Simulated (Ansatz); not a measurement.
# (9,9) carbon nanotube bundle (108 atoms): support functions against a reference, part 2 of 2

Wanted: errors and times of a linear-scaling basis for (9,9) carbon nanotube bundle (108 atoms). A setting counts as converged where the r.m.s. difference of forces stays under 1 % of the r.m.s. force.

Ansatz 0.2.0; Kohn-Sham DFT, PBE+D3(BJ), PAW (set soft_2), plane waves.

So far. Step 12 (Support functions medium, radius 5.28 Å): Forces differ from the reference by 0.30 meV/Å r.m.s., 0.028 % of their size, well within a tolerance of 1 %; the energy by -0.085 meV/atom. It took 5.9 times the reference's time (shared host, so rough). Step 13 (A changed input): The fault in the input: an unknown accuracy word (basis.ecutwfc removed and support_functions.accuracy = "normal"). The fix is to type low, medium or high.

## (16) The first run in detail

The first run, on the default basis, asked for the full analyses, so its electronic structure is set out here.

Length of the force by element:

```
element  coordination  atoms  mean length of the force (eV/Å)  spread  least  most
      C           all    108                             1.68   0.853  0.247  4.81
```

Intrinsic-atomic-orbital charges by element:

```
element  coordination  atoms  mean charge (e)  spread    least   most
      C           all    108                0  0.0026  -0.0065  0.006
```

States in the cell by windows of 1 eV, zero at the Fermi level; the larger projections on atomic orbitals stand beside the total:

```
from (eV)  to (eV)  total   C p   C s
      -18      -17   21.2   7.3  13.5
      -17      -16   13.2   5.3   7.7
      -16      -15   21.8   9.8  11.7
      -15      -14   20.0   8.9  10.9
      -14      -13   10.9   6.4   4.3
      -13      -12   17.5  11.1   6.1
      -12      -11   18.2  12.3   5.7
      -11      -10   22.0  16.7   5.1
      -10       -9   14.6  11.5   3.0
       -9       -8   28.5  24.2   4.1
       -8       -7   32.5  29.5   2.4
       -7       -6   46.2  43.9   1.8
       -6       -5   40.0  38.5   1.3
       -5       -4   34.1  33.2   0.7
       -4       -3   23.2  23.0   0.1
       -3       -2   28.4  28.2   0.1
       -2       -1    9.9   9.9   0.0
       -1        0    6.6   6.6   0.0
        0        1    1.9   1.9   0.0
        1        2   19.8  19.0   0.1
        2        3   17.3  16.3   0.1
        3        4   19.1  14.4   0.2
        4        5   21.2   9.5   0.3
```

Between -20 and -18 eV lie 24 more states.

The levels nearest the highest filled one (over half full), pooled over k-points and spins:

```
level less the highest filled one (eV)  occupation
                                -0.705           2
                                -0.673           2
                                -0.622           2
                                -0.561           2
                               -0.0683        1.99
                                     0        1.51
                                0.0546       0.395
                                0.0821       0.103
                                  1.08           0
                                  1.14           0
                                  1.21           0
                                  1.24           0
```

Valence density in the ca plane at fractional y = 0.438, with atoms of C within 0.2 Å of it. It is the smooth field of the valence electrons, not physical close to the nuclei.

Ten even steps from '_' (0.0 e/Å³) to '@' (2.0 e/Å³), each cell a mean:
```
______....__________....________......____
__________________________________________
__________________________________________
__________________________________________
__________________________________________
__________________________________________
__________________________________________
__________________________________________
__________________________________________
__________________________________________
__________________________________________
__________________________________________
..__________....__________....____________
::..______..::--::______..::--::______..::
**++--::::==**##**==----==**##++--::--==**
**##@@%%@@%%####%%@@@@@@%%##**##@@%%@@%%##
..::**@@%%==::..--**@@%%==....::**@@%%==::
..::**@@%%==::..::**@@%%==::..::++%%%%==::
####%%%%%%%%######%%%%%%%%############%%##
@@**--::::++%%@@**--::::==%%@@**--::::==%%
@@++::....==%%@@**::....--%%@@**::....--##
@@%%##++**%%@@@@@@##++**%%@@@@@@##++**##@@
--==**##%%**==--++######**====++**####++==
__..::==--::____..::----..____..::----..__
```
Columns run along c (7.4 Å), rows up along a (15.5 Å). Atoms in or near the plane, at fractional coordinates: C at (0.17, 0.33), C at (0.17, 0.25), C at (0.00, 0.10), C at (0.50, 0.33), C at (0.50, 0.25), C at (0.33, 0.11), C at (0.83, 0.33), C at (0.67, 0.20), C at (0.66, 0.10).

Electrostatic potential energy in the ca plane at fractional y = 0.438, with atoms of C within 0.2 Å of it. With pseudopotentials it is smooth inside the atoms' cores, unlike the true potential.

Values in eV, 13 rows by 16 columns, each cell a mean:
```
  6   5   4   4   5   6   6   5   4   5   6   6   5   4   5   6
  7   7   7   7   7   7   7   7   7   7   7   7   7   7   7   7
  7   7   7   7   7   7   7   7   7   7   7   7   7   7   7   7
  7   7   7   7   7   7   7   7   7   7   7   7   7   7   7   7
  7   7   7   7   7   7   7   7   7   7   7   7   7   7   7   7
  7   7   7   7   7   7   7   7   7   7   7   7   7   7   7   7
  5   6   6   6   5   5   5   6   6   6   5   5   6   6   6   5
-16  -2   3   2  -5 -17  -7   2   2  -2 -17 -13   1   3   1 -10
-24 -19 -45 -39 -17 -25 -19 -40 -46 -18 -22 -19 -27 -49 -29 -19
 -4 -10 -39 -34  -7  -3  -5 -32 -40 -12  -3  -3 -15 -41 -24  -4
-43 -15 -10  -9 -23 -46 -24  -9 -10 -12 -42 -37  -8  -9  -8 -32
-48 -19 -14 -14 -27 -51 -30 -13 -15 -17 -48 -40 -12 -16 -12 -37
  0  -5 -25 -24  -3   0  -1 -20 -28  -7   0   0 -11 -27 -12   0
```
Columns run along c (7.4 Å; values clipped at the 3rd and 97th percentile), rows up along a (15.5 Å). Atoms in or near the plane, at fractional coordinates: C at (0.17, 0.33), C at (0.17, 0.25), C at (0.00, 0.10), C at (0.50, 0.33), C at (0.50, 0.25), C at (0.33, 0.11), C at (0.83, 0.33), C at (0.67, 0.20), C at (0.66, 0.10).

Intrinsic-atomic-orbital charges run from -0.01 to +0.01 e. Within 0.4 eV of the Fermi level the largest share is C p (100 % of the projected weight).

## (17) Distances and neighbours

Bonds and neighbours are counted at the geometry of the runs.

Density 1.40 g/cm³, 14.23 Å³ an atom.

Pair distribution function in bins of 0.2 Å:

```
r (Å)  total
 1.30   2.00
 1.50   6.45
 1.70   0.00
 1.90   0.00
 2.10   0.00
 2.30   0.15
 2.50   5.48
 2.70   0.34
 2.90   1.78
 3.10   0.00
 3.30   0.00
 3.50   0.35
 3.70   2.65
 3.90   0.53
 4.10   0.82
 4.30   1.70
 4.50   0.57
 4.70   0.61
 4.90   2.10
 5.10   1.64
 5.30   0.51
 5.50   0.79
 5.70   0.66
 5.90   0.71
 6.10   1.41
 6.30   0.90
 6.50   1.83
 6.70   0.50
```

Bonds by pair of elements; cutoffs follow the first minimum of g(r), held within bounds set by covalent radii, and pairs that aren't listed don't count as bonded:

```
pair A-B  cutoff (Å)  bonds  mean length (Å)  spread (Å)  shortest (Å)  B about A  A about B
     C-C        1.85    162             1.42       0.026          1.35          3          3
```

How many atoms have how many bonded neighbours:

```
element  mean    3
      C     3  108
```

Rings of the network by King's shortest-path rule, up to 12 atoms, one path for each pair of neighbours; H, halogens, alkali and alkaline-earth atoms are left out, and the last column divides by all other atoms, bonded or not:

```
ring size (atoms)  rings  per network atom
                6     54               0.5
```

The first peak of g(r) lies near 1.42 Å. With the cutoffs above, all C atoms have 3 bonded neighbours. All rings counted have 6 atoms.

Local excerpt of 10 atoms (numbers count through the whole input) about C49, which bears the longest force; x, y, z are measured from there.

```
atom      x      y      z  distance (Å)  bonds  intrinsic-atomic-orbital charge (e)     Fx     Fy  Fz (eV/Å)
 C49   0.00   0.00   0.00          0.00      3                                 0.01   2.27   1.72      -3.88
 C50  -0.51  -0.44   1.17          1.35      3                                -0.01  -1.05  -0.78       1.30
 C14  -0.50  -0.45  -1.28          1.44      3                                 0.00   0.39   0.81       0.72
 C48   1.26   0.74  -0.04          1.46      3                                 0.00  -0.62  -0.44      -0.03
 C85   0.04   0.02   2.37          2.37      3                                 0.00   0.34   0.21       2.69
 C51  -1.40  -1.53   1.17          2.38      3                                 0.00  -0.66  -0.69       1.56
 C15  -1.41  -1.52  -1.26          2.43      3                                 0.00  -0.05   0.18      -0.77
 C83   1.93   0.97   1.18          2.46      3                                 0.00   0.96   0.02       0.58
 C13   0.05   0.03  -2.50          2.50      3                                 0.00  -0.95  -0.64      -0.03
 C47   1.95   0.98  -1.27          2.53      3                                 0.00  -1.55  -0.25       0.79
```

The column of bonds counts only the pairs C-C within 1.85 Å; other neighbours, such as metal atoms beside each other in a compound, aren't counted, and periodic images can show an atom twice.

## (18) What came out

- free energy per atom: -250.9690 eV/atom
- density: 1.402 g/cm³
- pressure: 2.495 GPa
- r.m.s. force component: 1.09 eV/Å
- wall time of the 11 DFT runs: 20 min

**Reading.** Against plane waves at 750 eV, the forces differ by 0.34 meV/Å (0.032 %) with support functions medium, and by 0.094 meV/Å in the closest run (support functions high). At 108 atoms the fastest of the runs at a preset level, support functions low, takes 1.5 times the time of plane waves, in 11 SCF cycles against 10. Differences between support functions and plane waves include what basis error the plane-wave run still has. As the radius goes from 3.42 to 5.28 Å, the force difference goes from 0.35 to 0.30 meV/Å, and the time from 66 s to 4 min.

No gap is quoted, since levels at the Fermi energy are partly filled. With the cutoffs above, all C atoms have 3 bonded neighbours.

Caveats: The geometry was built by rule, was displaced at random and isn't relaxed at this level: its force components are 1.1 eV/Å r.m.s. The pressure of 2.5 GPa belongs to a cell and atoms that aren't relaxed at this level.

[Logs are printed without paths, hosts, clocks, repeated set-up lines and the standing remarks that a program may print on its own settings, such as how far it seeks lower states.]

[Hosts, paths, dates, database ids (printed as entryN), source tags and the programs' standing remarks are cut or masked in the printed files.]
